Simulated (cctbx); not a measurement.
# Symmetry from intensities

Cell: a = 3.5890 Å, b = 3.5890 Å, c = 12.1580 Å, α = 90.00°, β = 90.00°, γ = 120.00°. Expected content of the cell: Pt4 Pd2 P4.

Simulated single-crystal data (cctbx): Ga Kα, λ = 1.3414 Å, to d = 0.83 Å, 80 % of the full sphere, strongest reflection 40000 counts, noise from counting, a 1.5 % proportional error and a noise floor of 8 counts (s.d.); no absorption, some extinction.

A first pass over the reflections prints:

```text
778 reflections to d = 0.836 A
centring   violations  <I/sigma> of those
    A        314 of   388     28.6
    B        309 of   386     28.3
    C        331 of   402     28.4
    I        319 of   394     28.3
    R        424 of   529     26.7
    F        477 of   588     28.4
Laue class    unique    Rint  (classes that these axes allow; Friedel mates merged)
P -1              481   0.012
P 1 1 2/m         270   0.014
P -3              176   0.015
P -3 1 m          114   0.016
P -3 m 1          131   0.016
P 6/m              99   0.016
P 6/m m m          84   0.016
space group    extra absences  I>4sigma  <I/sigma>
P 6 2 2                 0          0         -  acentric
P 63 2 2               12          0       0.1  acentric
P 6 m m                 0          0         -  acentric
P 63 m c               94          0       0.0  acentric
P -6 m 2                0          0         -  acentric
P -6 2 m                0          0         -  acentric
P -6 2 c               94          0       0.0  acentric
P 6/m m m               0          0         -  centric
P 63/m m c             94          0       0.0  centric
Wilson B = 1.00 A^2   <|E^2-1|> = 0.717 (0.968 centric, 0.736 acentric)   E^2>4: 0.0 %
shell (A)         n   <I/sigma>
12.16 - 1.60     18     62.6
 1.60 - 1.27     12     99.0
 1.27 - 1.11     11     97.2
 1.11 - 1.01     12     57.6
 1.01 - 0.94      8     83.1
 0.94 - 0.88     11     42.9
 0.88 - 0.84     12     86.7
```

Q: Read the symmetry from these tables.

Every centring test has many violations, so the lattice is primitive.

Rint stays low (0.012 to 0.016) up to P 6/m m m, the highest class in these axes.

9 settings pass the absence test. The most absences obeyed, 94, belong to P 63 m c, P -6 2 c and P 63/m m c, which absences can't tell apart.

⟨|E²−1|⟩ = 0.717 leans to a non-centrosymmetric structure. Here that hint misleads: the statistic assumes many like atoms on general positions, and few, heavy or special-position atoms break it. The Wilson B of 1.00 Å² means U ≈ 0.0127 Å².

The true group is P6_3/mmc (no. 194), Laue class 6/mmm, centrosymmetric. The tables only narrow the choice to the tied entries; cell content, site symmetry and trial solutions must settle it.

This is a model crystal, built by substitution and not relaxed, with assumed displacement parameters.

[Logs are printed without paths, hosts, clocks, repeated set-up lines and the standing remarks that a program may print on its own settings, such as how far it seeks lower states.]
